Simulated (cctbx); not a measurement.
## Occupancies in Ba2SrTeS6

Cell a = 7.1650 Å, b = 7.1650 Å, c = 17.0560 Å, α = 90.00°, β = 90.00°, γ = 120.00°; space group R-3 (no. 148); nominal formula Ba2SrTeS6.

Simulated single-crystal data (cctbx): Mo Kα, λ = 0.71073 Å, to d = 0.8 Å, 70 % of the full sphere, strongest reflection 70000 counts, noise from counting, a 1.5 % proportional error and a noise floor of 2 counts (s.d.); no absorption.

With every site full:

```text
Rint 0.013, 348 unique reflections to 0.80 A
cycle     R1     wR2    GooF  max shift (A)
   1  0.1465  0.3031  20.906   0.00173
   2  0.0270  0.0836   5.767   0.00001
final R1 0.0269 wR2 0.0836 GooF 5.767  parameters 16  data/parameter 21.8
atom        x        y        z      Ueq    occ   su(xyz)  su(Uiso or U11)
Ba1    0.33333  0.66667  0.41534   0.0035  1.000  0.00003  0.0003
Te1    0.33333  0.66667  0.16667   0.0096  1.000  0.00000  0.0004
Sr1    0.00000  0.00000  0.00000   0.0055  1.000  0.00000  0.0005
S2     0.03398  0.57213  0.24351  -0.0002  1.000  0.00023  0.0007  NPD
difference map: max 1.41 min -3.11 rms 0.28
Q1    0.0287  0.5302  0.2441   18    1.41  0.28 A from S2
Q2    0.0000  0.0000  0.2591    6    0.98  0.13 A from Ba1
Q3    0.0177  0.8534  0.4982   18    0.52  1.12 A from Te1
Q4    0.0842  0.5567  0.0900   18    0.37  1.54 A from S2
Q5    0.0000  0.0000  0.0439    6    0.33  0.75 A from Sr1
Q6    0.9962  0.1270  0.4622   18    0.32  1.13 A from Te1
```

With the occupancies of the suspect sites free, each still typed as its main element:

```text
Rint 0.013, 348 unique reflections to 0.80 A
cycle     R1     wR2    GooF  max shift (A)
   1  0.0959  0.2111  14.606   0.00052
  20  0.0060  0.0146   1.007   0.00001
final R1 0.0060 wR2 0.0145 GooF 1.002  parameters 18  data/parameter 19.3
atom        x        y        z      Ueq    occ   su(xyz)  su(Uiso or U11)
Ba1    0.33333  0.66667  0.41531   0.0044  1.000  0.00001  0.0001
Te1    0.33333  0.66667  0.16667   0.0044  0.889  0.00000  0.0001
Sr1    0.00000  0.00000  0.00000   0.0064  1.000  0.00000  0.0001
S2     0.03401  0.57191  0.24350   0.0034  1.062  0.00004  0.0001
su of occupancy Te1: 0.001
su of occupancy S2: 0.002
difference map: max 0.18 min -0.24 rms 0.06
Q1    0.0232  0.5247  0.2752   18    0.18  0.62 A from S2
Q2    0.0618  0.2653  0.8110   18    0.17  1.87 A from S2
Q3    0.0574  0.4832  0.1824   18    0.16  1.27 A from S2
Q4    0.0621  0.2765  0.0647   18    0.16  0.72 A from S2
Q5    0.0743  0.5247  0.3861   18    0.15  1.69 A from Ba1
Q6    0.0189  0.4655  0.6723   18    0.14  1.48 A from S2
```

**Question.** What is the disorder?

X-rays count electrons. Te1 refines to 0.889(0.001), or 46.2 electrons; the site truly holds 0.85 Te and 0.15 S, 46.6 electrons, which is 0.896 of Te; S2 refines to 1.062(0.002), or 17.0 electrons; the site truly holds 0.975 S and 0.025 Te, 16.9 electrons, which is 1.056 of S. A value under 1 can't tell vacancies from a lighter guest, and one over 1 needs a heavier guest; chemistry or a second radiation must settle which. Occupancy correlates with U and the scale, and the two elements' form factors differ in shape, so the match is approximate.

Freeing them takes R1 from 0.0269 to 0.0060 and GooF from 5.77 to 1.00.

This is a model crystal, built by substitution and not relaxed, with assumed displacement parameters.

[Middle refinement cycles are left out of these outputs.]

[Logs are printed without paths, hosts, clocks, repeated set-up lines and the standing remarks that a program may print on its own settings, such as how far it seeks lower states.]
